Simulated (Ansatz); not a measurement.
# Structural relaxation of a frame of liquid methanol from 298 K (108 atoms)

How does a frame of liquid methanol from 298 K (108 atoms) relax, and what do bonds, charges and levels look like afterwards?

Program: Ansatz 0.2.0. Level of theory: Kohn-Sham DFT, PBE+D3(BJ), PAW (set soft_2), plane waves. Results are calculated unless marked as measured.

## (1) The structure

The cell holds 108 atoms: 18 C, 18 O and 72 H. Cell: a = 10.658 Å, b = 10.658 Å, c = 10.658 Å, α = 90.0°, β = 90.0°, γ = 90.0°. 18 methanol placed at random, at 0.791 g/cm³; overlaps pushed apart, then 10 ps at 398 K with MMFF94 bonds, angles, torsions, charges and radii (Halgren, J. Comput. Chem. 17, 490 (1996)) in harmonic and 12-6 forms. Snapshot after 20 ps at 298 K and fixed volume. The density is a measured one.

Limits known from the start: The network of contacts between molecules at the start is that of the classical potential that made the cell. Only the Γ point is sampled, in a cell whose shortest periodic width is 11 Å.

## (2) Single point at the start

A single point comes first, to see the forces before anything moves.

Contents of input.yaml:

```yaml
crystal:
  lattice:
    - [10.65831, 0.0, 0.0]
    - [0.0, 10.65831, 0.0]
    - [0.0, 0.0, 10.65831]
  atoms:
    - { symbol: C, position: [0.6042, 0.11959, 0.95986] }
    - { symbol: O, position: [0.50974, 0.09301, 0.8705] }
    - { symbol: H, position: [0.69979, 0.10341, 0.91758] }
    - { symbol: H, position: [0.59085, 0.07411, 0.04717] }
    - { symbol: H, position: [0.6037, 0.22425, 0.97209] }
    - { symbol: H, position: [0.43046, 0.12081, 0.91235] }
    - { symbol: C, position: [0.37722, 0.54187, 0.69233] }
    - { symbol: O, position: [0.2938, 0.43956, 0.69546] }
    - { symbol: H, position: [0.45905, 0.52458, 0.63455] }
    - { symbol: H, position: [0.41341, 0.55184, 0.79159] }
    - { symbol: H, position: [0.32917, 0.626, 0.66285] }
    - { symbol: H, position: [0.24033, 0.46254, 0.77104] }
    - { symbol: C, position: [0.81197, 0.4971, 0.41194] }
    - { symbol: O, position: [0.85615, 0.61381, 0.37685] }
    - { symbol: H, position: [0.80142, 0.44369, 0.32736] }
    - { symbol: H, position: [0.72924, 0.50705, 0.47316] }
    - { symbol: H, position: [0.87312, 0.43387, 0.46544] }
    - { symbol: H, position: [0.87605, 0.64627, 0.45865] }
    - { symbol: C, position: [0.54878, 0.5649, 0.19483] }
    - { symbol: O, position: [0.48934, 0.56226, 0.07213] }
    - { symbol: H, position: [0.49388, 0.63575, 0.25151] }
    - { symbol: H, position: [0.64605, 0.58572, 0.17916] }
    - { symbol: H, position: [0.53727, 0.46576, 0.22901] }
    - { symbol: H, position: [0.5121, 0.48667, 0.02109] }
    - { symbol: C, position: [0.61306, 0.26388, 0.69335] }
    - { symbol: O, position: [0.7208, 0.31022, 0.62878] }
    - { symbol: H, position: [0.6253, 0.30789, 0.78237] }
    - { symbol: H, position: [0.61347, 0.16378, 0.69678] }
    - { symbol: H, position: [0.53076, 0.29702, 0.64756] }
    - { symbol: H, position: [0.72728, 0.40313, 0.64642] }
    - { symbol: C, position: [0.85108, 0.87195, 0.14505] }
    - { symbol: O, position: [0.82676, 0.9544, 0.2405] }
    - { symbol: H, position: [0.94168, 0.82784, 0.16593] }
    - { symbol: H, position: [0.85211, 0.91912, 0.05732] }
    - { symbol: H, position: [0.78289, 0.79876, 0.15623] }
    - { symbol: H, position: [0.73504, 0.96628, 0.23513] }
    - { symbol: C, position: [0.21441, 0.79601, 0.31184] }
    - { symbol: O, position: [0.28454, 0.81737, 0.41882] }
    - { symbol: H, position: [0.24115, 0.7133, 0.26564] }
    - { symbol: H, position: [0.20423, 0.87807, 0.24955] }
    - { symbol: H, position: [0.12296, 0.75314, 0.33643] }
    - { symbol: H, position: [0.24563, 0.88864, 0.45939] }
    - { symbol: C, position: [0.18662, 0.2005, 0.01544] }
    - { symbol: O, position: [0.28, 0.19892, 0.91951] }
    - { symbol: H, position: [0.10081, 0.17148, 0.9653] }
    - { symbol: H, position: [0.17429, 0.2888, 0.06383] }
    - { symbol: H, position: [0.2025, 0.11949, 0.07226] }
    - { symbol: H, position: [0.24513, 0.24999, 0.85102] }
    - { symbol: C, position: [0.99852, 0.34051, 0.7457] }
    - { symbol: O, position: [0.09651, 0.3909, 0.81935] }
    - { symbol: H, position: [0.98561, 0.39895, 0.6605] }
    - { symbol: H, position: [0.90772, 0.32422, 0.78821] }
    - { symbol: H, position: [0.02967, 0.25085, 0.71881] }
    - { symbol: H, position: [0.05786, 0.46064, 0.86581] }
    - { symbol: C, position: [0.00457, 0.76508, 0.69728] }
    - { symbol: O, position: [0.90156, 0.70786, 0.62938] }
    - { symbol: H, position: [0.96918, 0.86034, 0.72475] }
    - { symbol: H, position: [0.08205, 0.76606, 0.63236] }
    - { symbol: H, position: [0.01943, 0.69944, 0.7753] }
    - { symbol: H, position: [0.85914, 0.77832, 0.58664] }
    - { symbol: C, position: [0.51054, 0.08165, 0.35476] }
    - { symbol: O, position: [0.55976, 0.97179, 0.30264] }
    - { symbol: H, position: [0.42776, 0.05449, 0.41077] }
    - { symbol: H, position: [0.48133, 0.14832, 0.28973] }
    - { symbol: H, position: [0.57531, 0.12722, 0.4215] }
    - { symbol: H, position: [0.56523, 0.90556, 0.36972] }
    - { symbol: C, position: [0.7584, 0.63664, 0.86702] }
    - { symbol: O, position: [0.72202, 0.57293, 0.75741] }
    - { symbol: H, position: [0.72023, 0.59759, 0.95529] }
    - { symbol: H, position: [0.73573, 0.73893, 0.84327] }
    - { symbol: H, position: [0.85949, 0.63112, 0.87625] }
    - { symbol: H, position: [0.775, 0.61294, 0.69457] }
    - { symbol: C, position: [0.26196, 0.02549, 0.66831] }
    - { symbol: O, position: [0.23196, 0.04288, 0.54199] }
    - { symbol: H, position: [0.2661, 0.92638, 0.68569] }
    - { symbol: H, position: [0.18748, 0.0743, 0.71647] }
    - { symbol: H, position: [0.3558, 0.07238, 0.67852] }
    - { symbol: H, position: [0.22787, 0.1358, 0.53514] }
    [... 24 atom lines left out ...]
    - { symbol: C, position: [0.20342, 0.38224, 0.4099] }
    - { symbol: O, position: [0.25932, 0.29624, 0.49207] }
    - { symbol: H, position: [0.26967, 0.46033, 0.40738] }
    - { symbol: H, position: [0.11184, 0.40746, 0.45244] }
    - { symbol: H, position: [0.19055, 0.34171, 0.31647] }
    - { symbol: H, position: [0.27019, 0.33769, 0.57131] }
kpoints:
  mp_grid: { grid: [1, 1, 1] }
hamiltonian:
  xc: pbe
  dispersion: d3bj
scf:
  occupations: { method: fixed }
output:
  forces: true
  stress: true
  populations: true
  dos:
    method: { smearing: { sigma: 0.15 } }
    de: 0.1
    projected: { site_lists: { C: [C], H: [H], O: [O] } }
  eigenvalues: true
```

Started as:

```bash
$ ansatz run input.yaml --threads 4 --pin off --max-ram 8192MiB --backend cpu --events-out ev --progress --plain --runs-dir out
```

Numbers of over 12 decimals in the logs are rounded to 6 here.

The log of the run:

```text
Engine: ansatz 0.2.0, x86_64-unknown-linux-gnu
Pseudopotentials: kind: paw
Pseudopotential: C, paw, valence charge 4, recommended cutoff 420 eV (normal), C.paw.azcp
Pseudopotential: O, paw, valence charge 6, recommended cutoff 420 eV (normal), O.paw.azcp
Pseudopotential: H, paw, valence charge 1, recommended cutoff 420 eV (normal), H.paw.azcp
[... 5 lines on functional and potentials left out ...]
Crystal: 108 atoms, lattice volume = 1210.779 Å³
Basis set: ecut = 420 eV, 23703 PW (Γ), exchange–correlation on 144×144×144 points (8 copies of the dense FFT grid, shifted against one another)
Bands: 234, of which v1, the nominal top of the filled ones, is band 126 counted from 1 (125 counted from 0)
Symmetry: 1 space group operations
Space group: P1 (ITA 1), of the structure as read, at distance tolerance 1.1e-4 Å
k-points: 1
[... 7 lines on functional and potentials left out ...]
Initial density: superposition of atomic densities (neutral atoms: chi_scale 0, normalization atom), corrected by the library's trained network
Initial wavefunctions: pseudopotential atomic-orbital guess
Functional: x = pbe(κ = 0.804, μ = 0.219515), c = pbe(β = 0.066725)
SCF iter   1: F=—  HF=-15878.523374 eV  |F-HF|=—  |Δ(HF+E_count)|=         —  Δρ=4.54e-3  dr2=3.81e-1  ethr=1.77e-3  ⟨swp⟩=5.0  Hψ=821  notcnv=0  defer=106
preconditioner: auto → Resta (q_TF=auto, 2.100 Å⁻¹)  ε∞=2.2  [insulator: Δε(μ)=4.463 eV  Ē_g=14.334 eV  n_scr=178 (ndim 8)  ℏωp=15.7 eV  f_vac=0.299  ε∞_Penn≈2.2]
SCF iter   2: F=—  HF=-15878.432914 eV  |F-HF|=—  |Δ(HF+E_count)|=   9.05e-2  Δρ=2.37e-3  dr2=8.30e-2  ethr=1.51e-4  ⟨swp⟩=2.0  Hψ=296  notcnv=0  defer=106
SCF iter   3: F=—  HF=-15878.422309 eV  |F-HF|=—  |Δ(HF+E_count)|=   1.06e-2  Δρ=1.04e-3  dr2=2.19e-2  ethr=3.29e-5  ⟨swp⟩=3.0  Hψ=253  notcnv=0  defer=106
SCF iter   4: F=—  HF=-15878.419461 eV  |F-HF|=—  |Δ(HF+E_count)|=   2.85e-3  Δρ=3.36e-4  dr2=2.09e-3  ethr=8.70e-6  ⟨swp⟩=3.0  Hψ=253  notcnv=0  defer=106
SCF iter   5: F=—  HF=-15878.419187 eV  |F-HF|=—  |Δ(HF+E_count)|=   2.74e-4  Δρ=1.61e-4  dr2=3.03e-4  ethr=8.31e-7  ⟨swp⟩=2.0  Hψ=382  notcnv=0  defer=106
SCF iter   6: F=—  HF=-15878.419115 eV  |F-HF|=—  |Δ(HF+E_count)|=   7.22e-5  Δρ=6.33e-5  dr2=3.79e-5  ethr=1.20e-7  ⟨swp⟩=2.0  Hψ=260  notcnv=0  defer=106
SCF iter   7: F=—  HF=-15878.419980 eV  |F-HF|=—  |Δ(HF+E_count)|=   8.66e-4  Δρ=2.09e-5  dr2=4.75e-6  ethr=1.50e-8  ⟨swp⟩=2.0  Hψ=260  notcnv=0  defer=104
SCF iter   8: F=—  HF=-15878.419980 eV  |F-HF|=—  |Δ(HF+E_count)|=   7.60e-7  Δρ=4.63e-6  dr2=3.07e-7  ethr=1.89e-9  ⟨swp⟩=2.0  Hψ=255  notcnv=0  defer=105
SCF iter   9: F=-15878.419980 eV  HF=-15878.419980 eV  |F-HF|=5.42e-8  |Δ(HF+E_count)|=   3.25e-8  Δρ=2.83e-6  dr2=8.12e-8  ethr=3.97e-11  ⟨swp⟩=16.0  Hψ=1827  notcnv=0
SCF 1 converged in 9 iterations: F = -15878.419980 eV  dr2 = 8.12e-8
  greatest PAW one-centre occupation: 0.867 electrons in one spin orbital (limit 2), on the O atom at site 13 (counted from 0), in its partial waves of l = 0
SCF converged after 9 iterations
Free energy (F): -15878.419980 eV
Harris-Foulkes:  -15878.419980 eV  (|F-HF|=5.42e-8)
Internal energy: -15878.419980 eV  (E = F + TS)
E sigma→0 (E₀):  -15878.419980 eV
Fermi energy:    -1.835017 eV
--- Per-component energies (eV) ---
  E_band       = -2314.289364
  E_kinetic    = 5824.625798
  E_local      = -20897.293743  (includes V_loc(G=0)·N_el)
  E_nonlocal   = 1482.625733
  E_hartree    = 7848.111625
  E_xc         = -2835.311887
  E_vxc        = -3591.729751  (∫ρ·V_xc dr)
  E_paw        = -4685.215725  (= ΣΔE_a)
  E_vpaw       = -828.684868  (= ΣTr[D̂ρ^β])
  E_aug_tail   = -0.053025  (compensation charges beyond the density's cutoff)
  E_ewald      = -2612.245666
  E_disp       = -3.663089  (pairwise vdW)
  E_smearing   = -0.000000  (= −TS)
  E_closure    = -0.000000  (closes the sum)
  Σ components = -15878.419980   (vs F -15878.419980, Δ=0.00e0)
--- Forces (eV/Å), atoms counted from 1 ---
  atom   1  C      0.93419197     1.98199827    -1.84534150
  atom   2  O     -0.78545656    -0.49754179     0.77987255
  atom   3  H     -0.79402883    -0.37643995     0.39314516
  atom   4  H      0.00513232    -0.78216754     1.21147487
  atom   5  H      0.13862721    -0.35984468     0.51978376
  atom   6  H      0.40737614    -0.17495494    -0.85186325
  atom   7  C      1.08548547    -0.03138351     1.58539881
  atom   8  O     -0.74283078     0.30003028     1.21664695
  atom   9  H      0.16353741    -0.17521497    -0.45667450
  atom  10  H     -0.02871675     0.47159139    -0.84114005
  atom  11  H     -0.16459627     0.69330356    -0.23271477
  atom  12  H      0.10867377    -1.29098664    -1.67850897
  atom  13  C     -0.54214032    -1.21545932     0.39890506
  atom  14  O      0.73673300     0.57593848    -0.10949935
[...]
atom 107  H      0.03195464    -0.13698370     0.00603811
  atom 108  H      0.17941371     0.77112512     0.98465895
  max |Σ_I F_I| component: 1.72e-4 eV/Å
--- Stress (GPa, compression-positive) ---
        2.048613       0.089071       0.253063
        0.089071       1.385072       0.355333
        0.253062       0.355333       3.204767
  P = ⅓ Tr σ = 2.2128 GPa (22.128 kbar)
--- Band table (eV) ---
  k-point 0: bands = ["-22.3996", "-22.3621", "-22.2941", "-22.1439", [... 218 levels ...], "9.7755", "9.7915", "9.9016", "9.9469", "9.9648", "9.9979", "10.0549", "10.0861", "10.1594", "10.2232", "10.2329", "10.3215"]
--- Löwdin populations: 108 sites ---
  site symbol       q [e]
     0      C      4.2168
     1      O      6.5270
     2      H      0.8156
[...]
107      H      0.6122
  spilling = 0.014870 (of n_electrons = 252.000000)
```

Wall time 13 s (4 threads of Intel Xeon Platinum 8488C (Sapphire Rapids), shared host); peak memory 1.2 GiB.

The run gave:

```yaml
free_energy: -15878.4200 eV
free_energy_per_atom: -147.0224 eV/atom
scf_cycles: 9
pressure: 2.213 GPa
r_m_s_force_component: 0.8004 eV/Å
longest_force: 3.096 eV/Å
fermi_energy: -1.835 eV
spacing_of_highest_filled_and_lowest_empty_level: 4.025 eV
spilling_of_the_projection: 0.01487
```

The r.m.s. force component of 0.80 eV/Å and the pressure of 2.2 GPa set the starting point.

Length of the force by element:

| element | coordination | atoms | mean length of the force (eV/Å) | spread | least | most |
| --- | --- | --- | --- | --- | --- | --- |
| C | all | 18 | 1.89 | 0.529 | 0.866 | 3.10 |
| H | all | 72 | 1.03 | 0.494 | 0.141 | 2.37 |
| O | all | 18 | 1.48 | 0.521 | 0.745 | 2.76 |

[end of part 1 of 3]

[Logs are printed without paths, hosts, clocks, repeated set-up lines and the standing remarks that a program may print on its own settings, such as how far it seeks lower states.]

[Hosts, paths, dates, database ids (printed as entryN), source tags and the programs' standing remarks are cut or masked in the printed files.]

[The MMFF94 radii named for the starting cell were scaled by 0.96; in molecules described by MMFF94, hydrogen bound to N, O or S took a small fixed 12-6 site in their place.]
